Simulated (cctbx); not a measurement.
## What resolution and counting buy: TmGa3Fe

Space group P4/mmm (no. 123), a = 6.3630 Å, b = 6.3630 Å, c = 6.4130 Å, α = 90.00°, β = 90.00°, γ = 90.00°.

```
atom  mult.       x       y       z  Ueq (Å²)
 Tm1      2       0     1/2     1/2    0.0141
 Tm2      1     1/2     1/2       0    0.0170
 Ga1      8  0.2025  0.2025  0.2030    0.0138
 Ga2      1     1/2     1/2     1/2    0.0127
 Fe1      2     1/2       0       0    0.0088
 Fe2      1       0       0     1/2    0.0210
```

This is a model crystal, built by substitution and not relaxed, with assumed displacement parameters.

Five simulated data sets (cctbx; Ag Kα, λ = 0.56087 Å; 2 % proportional error) differ in resolution or exposure (noise floor 2 counts in the first three, 8 in the last two). Each is refined with the right model, isotropic at 1.1 Å and anisotropic otherwise. How do the figures of merit and the uncertainties move?

```
d min (Å)  top counts  ⟨I/σ⟩ (unmerged, absences included)  unique  param. (scale apart)   Rint      R1  GooF  largest s.u. xyz (fractional)  s.u. U of Fe1 (Å²)  largest error (Å)
      1.1       70000                                 29.3      82                     8  0.018  0.0068  1.45                        0.00009              0.0005             0.0003
     0.84       70000                                 26.7     171                    18  0.020  0.0057  1.04                        0.00004              0.0003             0.0005
      0.6       70000                                 20.0     417                    18  0.021  0.0053  0.91                        0.00002              0.0001             0.0002
     0.75         300                                  1.0     226                    18  0.474  0.0809  0.98                        0.00100              0.0110             0.0093
     0.75        3000                                  5.5     226                    18  0.088  0.0232  0.98                        0.00018              0.0014             0.0013
```

GooF reaches 1.45 where the model lacks something that the data hold (anisotropy at the isotropic level, for one). The s.u. of U for Fe1 goes 0.0005, 0.0003, 0.0001 Å² with resolution and 0.0110, 0.0014 Å² with exposure.

The 1.1 Å row also differs in its displacement model, so it isn't a clean test of resolution.

Hardware for the 0.6 Å refinement: 0.66 s on 1 thread of Arm Neoverse N1, with other jobs on the host, peak memory 0.09 GiB.

[Logs are printed without paths, hosts, clocks, repeated set-up lines and the standing remarks that a program may print on its own settings, such as how far it seeks lower states.]
